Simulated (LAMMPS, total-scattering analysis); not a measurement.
# SiC: what Qmax and the window do to G(r)

One neutron S(Q) of SiC at 300 K, fixed volume (mean pressure -2.3 GPa), simulated by classical molecular dynamics (LAMMPS) with the Vashishta potential (Vashishta, Kalia, Nakano and Rino, J. Appl. Phys. 101, 103515 (2007)), is transformed to G(r) = (2/π)∫Q[S − 1]M(Q) sin(Qr) dQ with several cuts, with and without the Lorch function M = sin(πQ/Qmax)/(πQ/Qmax). It is rigid on the time of the run, a glass quenched from the melt; how it was made: 600 atoms placed at random at 2.9 g/cm^3, melted at 5000 K for 8 ps, cooled at 100 K/ps. First peaks of the pair functions: Si–C 1.89 Å, Si–Si 3.08 Å, C–C 3.08 Å.

| r (Å) | Qmax 8 | Qmax 30, Lorch | Qmax 12, Lorch |
| --- | --- | --- | --- |
| 0.80 | -0.76 | -0.88 | -0.90 |
| 0.92 | -0.63 | -1.00 | -1.03 |
| 1.04 | -0.83 | -1.14 | -1.10 |
| 1.16 | -1.37 | -1.26 | -1.22 |
| 1.28 | -1.99 | -1.41 | -1.47 |
| 1.40 | -2.19 | -1.53 | -1.66 |
| 1.52 | -1.59 | -1.64 | -1.32 |
| 1.64 | -0.23 | -1.86 | -0.25 |
| 1.76 | 1.37 | 0.35 | 1.10 |
| 1.88 | 2.41 | 5.65 | 1.83 |
| 2.00 | 2.23 | 2.55 | 1.38 |
| 2.12 | 0.76 | -1.68 | 0.00 |
| 2.24 | -1.41 | -2.30 | -1.49 |
| 2.36 | -3.28 | -2.46 | -2.39 |
| 2.48 | -3.97 | -2.51 | -2.52 |
| 2.60 | -3.12 | -2.39 | -2.02 |
| 2.72 | -1.09 | -1.76 | -0.97 |
| 2.84 | 1.24 | -0.03 | 0.52 |
| 2.96 | 2.99 | 2.71 | 2.05 |
| 3.08 | 3.63 | 4.52 | 3.00 |
| 3.20 | 3.20 | 3.74 | 2.96 |
| 3.32 | 2.14 | 1.75 | 2.10 |
| 3.44 | 1.00 | 0.45 | 0.99 |
| 3.56 | 0.09 | -0.02 | 0.13 |
| 3.68 | -0.51 | -0.27 | -0.39 |
| 3.80 | -0.95 | -0.74 | -0.75 |
| 3.92 | -1.31 | -1.23 | -1.11 |
| 4.04 | -1.58 | -1.54 | -1.38 |
| 4.16 | -1.61 | -1.59 | -1.43 |
| 4.28 | -1.31 | -1.42 | -1.18 |
| 4.40 | -0.71 | -0.91 | -0.68 |
| 4.52 | -0.02 | 0.01 | -0.10 |
| 4.64 | 0.51 | 0.76 | 0.36 |
| 4.76 | 0.71 | 0.87 | 0.54 |
| 4.88 | 0.59 | 0.46 | 0.42 |
| 5.00 | 0.29 | 0.00 | 0.19 |
| 5.12 | -0.01 | -0.14 | 0.01 |

One more transform gave, r in Å and G: 0.80 -0.87, 0.92 -1.02, 1.04 -1.13, 1.16 -1.26, 1.28 -1.43, 1.40 -1.47, 1.52 -1.76, 1.64 -1.48, 1.76 1.18, 1.88 3.84, 2.00 2.47, 2.12 -0.92, 2.24 -2.36, 2.36 -2.40, 2.48 -2.49, 2.60 -2.33, 2.72 -1.56, 2.84 0.15, 2.96 2.57, 3.08 4.05, 3.20 3.54, 3.32 1.90, 3.44 0.59, 3.56 0.02, 3.68 -0.31, 3.80 -0.74, 3.92 -1.20, 4.04 -1.50, 4.16 -1.56, 4.28 -1.37, 4.40 -0.83.

**Question.** Which cut and window is it, among Qmax = 8, 12, 20 and 30 Å⁻¹?

| transform | first maximum (Å) | G (Å⁻²) | width at half height over the −4πρ₀r line (Å) | ripple below it (Å⁻²) |
| --- | --- | --- | --- | --- |
| Qmax 8 | 1.94 | 2.51 | 0.48 | 0.34 |
| Qmax 30, Lorch | 1.90 | 6.01 | 0.22 | 0.01 |
| Qmax 12, Lorch | 1.90 | 1.86 | 0.48 | 0.05 |
| Qmax 20, Lorch | 1.90 | 4.00 | 0.30 | 0.01 |

A bare cut folds each peak with a function of width 3.8/Qmax and leaves ripples of period 2π/Qmax; the Lorch function folds with 5.4/Qmax and quenches the ripples. These are rough widths of the folding function; the peak's own width and neighbouring peaks enter the table too. The unknown is Qmax 20, Lorch: ripple period 0.31 Å, resolution width 0.27 Å.
